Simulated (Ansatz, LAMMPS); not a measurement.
# Which site? B in place of Si in amorphous Si (81 atoms), part 3 of 3

Aim: make B in place of Si at several sites of amorphous Si (81 atoms), relax each, and compare their energies.

Ansatz 0.2.0; Kohn-Sham DFT, PBE, PAW (set soft_2), plane waves.

The cell: 81 Si. The quench rate of 5 K/ps is orders of magnitude faster than experiment. The starting topology of bonds comes from the classical model. The Brillouin zone is sampled at Γ only, in a cell whose shortest periodic width is 12 Å.

So far. Step 8 (B on a site of Si, site Si72): The relaxation converged after 5 steps, 1.62 eV below its start, with a largest force component of 0.044 eV/Å.

### 9. B on a site of Si, site Si28

The site has 4 bonded neighbours (Si4) at 2.42 Å on average. 

input.yaml reads:

```yaml
crystal:
  lattice:
    - [11.8225, 0.0, 0.0]
    - [0.0, 11.8225, 0.0]
    - [0.0, 0.0, 11.8225]
  atoms:
    [... atom lines 1 to 24 left out ...]
    - { symbol: Si, position: [0.58842, 0.45343, 0.49037] }
    - { symbol: Si, position: [0.34417, 0.4147, 0.25499] }
    - { symbol: Si, position: [0.79267, 0.72508, 0.84738] }
    - { symbol: B, position: [0.78936, 0.43219, 0.52341] }
    - { symbol: Si, position: [0.03342, 0.20276, 0.53484] }
    - { symbol: Si, position: [0.15236, 0.21805, 0.16564] }
    - { symbol: Si, position: [0.01777, 0.80134, 0.24438] }
    [... atom lines 32 to 81 left out ...]
kpoints:
  mp_grid: { grid: [1, 1, 1] }
hamiltonian:
  xc: pbe
scf:
  occupations: { method: gaussian, width: 0.05 }
output:
  forces: true
  eigenvalues: true
relax:
  f_tol: 0.05
  max_steps: 90
```

Started as:

```
> ansatz run input.yaml --threads 4 --pin off --max-ram 8192MiB --backend cpu --events-out ev --progress --plain --runs-dir out
```

What it wrote:

```text
[...]
Crystal: 81 atoms, lattice volume = 1652.449 Å³
Basis set: ecut = 420 eV, 32423 PW (Γ), exchange–correlation on 160×160×160 points (8 copies of the dense FFT grid, shifted against one another)
Bands: 243, of which v1, the nominal top of the filled ones, is band 162 counted from 1 (161 counted from 0)
Symmetry: 1 space group operations
[...]
k-points: 1
[...]
SCF iter   1: F=—  HF=-51000.986812 eV  |F-HF|=—  |Δ(HF+E_count)|=         —  Δρ=3.30e-3  dr2=5.10e-1  ethr=1.77e-3  ⟨swp⟩=6.0  Hψ=1116  notcnv=0  defer=38
[...]
SCF iter   6: F=—  HF=-51000.927426 eV  |F-HF|=—  |Δ(HF+E_count)|=   1.02e-4  Δρ=1.57e-5  dr2=1.59e-5  ethr=3.18e-8  ⟨swp⟩=2.0  Hψ=324  notcnv=0  defer=75
SCF iter   7: F=-51000.927443 eV  HF=-51000.927442 eV  |F-HF|=9.61e-7  |Δ(HF+E_count)|=   1.61e-5  Δρ=5.65e-6  dr2=2.29e-6  ethr=4.91e-9  ⟨swp⟩=16.0  Hψ=1414  notcnv=0
SCF 1 converged in 7 iterations: F = -51000.927443 eV  dr2 = 2.29e-6
[...]
relax step   1: F+E_penalty+E_count = -51000.92744299 eV  Δ(F+E_penalty+E_count) = +0.000e0 eV  max|allowed force component| = 1.938e0 eV/Å  Δτ_max = 0.0000 Å  (7 SCF iters, dr2 threshold 6.25e-5 eV, accepted)
[...]
relax step   2: F+E_penalty+E_count = -51001.94132078 eV  Δ(F+E_penalty+E_count) = -1.014e0 eV  max|allowed force component| = 7.422e-1 eV/Å  Δτ_max = 0.1998 Å  (6 SCF iters, dr2 threshold 1.00e-4 eV, accepted)
[...]
relax step   3: F+E_penalty+E_count = -51002.09945948 eV  Δ(F+E_penalty+E_count) = -1.581e-1 eV  max|allowed force component| = 4.749e-1 eV/Å  Δτ_max = 0.1497 Å  (6 SCF iters, dr2 threshold 3.44e-5 eV, accepted)
relax step   4: F+E_penalty+E_count = -51002.13444342 eV  Δ(F+E_penalty+E_count) = -3.498e-2 eV  max|allowed force component| = 1.080e-1 eV/Å  Δτ_max = 0.0454 Å  (6 SCF iters, dr2 threshold 3.31e-5 eV, accepted)
[...]
relax step   5: F+E_penalty+E_count = -51002.13901580 eV  Δ(F+E_penalty+E_count) = -4.572e-3 eV  max|allowed force component| = 3.863e-2 eV/Å  Δτ_max = 0.0154 Å  (6 SCF iters, accepted)
SCF converged after 6 iterations
Free energy (F): -51002.139016 eV
[...]
Internal energy: -51002.110805 eV  (E = F + TS)
E sigma→0 (E₀):  -51002.124911 eV
Entropy (-TS):   -0.028211 eV (-0.348 meV/atom)
Fermi energy:    6.021450 eV
[...]
Σ components = -51002.139016   (vs F -51002.139016, Δ=0.00e0)
--- Forces (eV/Å), atoms counted from 1 ---
  atom   1  Si     0.00104710     0.00130298     0.00659475
  atom   2  Si     0.00426717     0.00564746     0.00108847
  atom   3  Si    -0.00278438    -0.00361180     0.00197667
  atom   4  Si    -0.00355882     0.00048484     0.00226978
[...]
atom  81  Si     0.00026466     0.00095471    -0.00342615
  max |Σ_I F_I| component: 6.40e-6 eV/Å
--- Band table (eV) ---
[...]
--- Relaxed structure (5 steps of the walk, 5 accepted, 0 SCFs on fresh bases) ---
  F+E_penalty+E_count = -51002.13901580 eV   max|allowed force component| = 3.863e-2 eV/Å
  atoms:
    - { symbol: Si, position: [0.427426, 0.428446, 0.811509] }
    - { symbol: Si, position: [0.012985, 0.500810, 0.216688] }
    - { symbol: Si, position: [0.742638, 0.093882, 0.538526] }
    - { symbol: Si, position: [0.809627, 0.920366, 0.451146] }
[...]
- { symbol: Si, position: [0.704304, 0.558082, 0.776654] }
```

Elapsed: 2.7 min, on 4 threads of AMD EPYC 7571, shared host; peak memory 1.6 GiB.

The relaxation converged after 5 steps, 1.21 eV below its start, with a largest force component of 0.039 eV/Å.

### 10. B on a site of Si, site Si4

The site has 4 bonded neighbours (Si4) at 2.39 Å on average. 

Input and log are left out; they have the form of those shown for this kind of step.

Run time: 4 min. Hardware: 4 threads of AMD EPYC 7571, shared host; peak memory 1.6 GiB; 14 min of CPU time.

The relaxation converged after 7 steps, 1.13 eV below its start, with a largest force component of 0.034 eV/Å.

The surroundings of the B atom, after relaxation, nearest first, numbered as they follow in the input and with coordinates relative to it.

| atom | x | y | z | distance (Å) | bonds |
| --- | --- | --- | --- | --- | --- |
| B4 | 0.00 | 0.00 | 0.00 | 0.00 | 4 |
| Si65 | 1.44 | 0.45 | -1.37 | 2.04 | 4 |
| Si56 | 0.92 | -1.37 | 1.28 | 2.09 | 4 |
| Si3 | -0.74 | 1.71 | 0.96 | 2.09 | 4 |
| Si52 | -1.72 | -1.01 | -0.77 | 2.14 | 4 |
| Si66 | -0.68 | -0.84 | 2.98 | 3.17 | 4 |
| Si44 | -2.35 | -1.67 | 1.47 | 3.24 | 4 |
| Si63 | -2.84 | 0.84 | -1.87 | 3.50 | 4 |
| Si32 | -0.88 | -2.57 | -2.40 | 3.62 | 4 |
| Si69 | -3.04 | 2.03 | 0.26 | 3.67 | 4 |

The largest move is 0.38 Å, by Si52.

### 11. The sites compared

All these cells hold the same atoms, so their energies can be compared with no chemical potential.

```
site  neighbours  mean distance (Å)  atoms within 6 Å  energy over the best site (eV)  before relaxation (eV)  gain on relaxing (eV)
Si72         Si4               2.33                46                            0.00                    0.00                   1.62
Si48         Si3               2.32                44                            0.06                    0.21                   1.76
Si20         Si4               2.39                48                            0.59                    0.36                   1.39
 Si4         Si4               2.39                45                            0.62                    0.14                   1.13
Si28         Si4               2.42                43                            0.86                    0.46                   1.21
Si55         Si5               2.55                43                            0.87                    0.68                   1.42
```

### 12. What came out

The cheapest site is Si72 (4 neighbours, Si4); the dearest, Si55 (5 neighbours, Si5), costs 0.87 eV more. By coordination the energies over the best site are 0.06 eV with 3 neighbours, 0.00 to 0.86 eV with 4 neighbours and 0.87 eV with 5 neighbours. Relaxation gains 1.1 to 1.8 eV and leaves the best site the same.

**Limits.** Defects are neutral and interact with their images. In a disordered cell the relaxation can also rearrange atoms far from the site. Only 6 of the 81 Si sites were tried, so a cheaper one may exist. The change leaves an odd electron count, and these runs have no spin polarisation.

The DFT runs together took 30 min of wall time.

[Long decimals in the printed logs are rounded to 6 places.]

[Logs are printed without paths, hosts, clocks, repeated set-up lines and the standing remarks that a program may print on its own settings, such as how far it seeks lower states.]

[Hosts, paths, dates, database ids (printed as entryN), source tags and the programs' standing remarks are cut or masked in the printed files.]
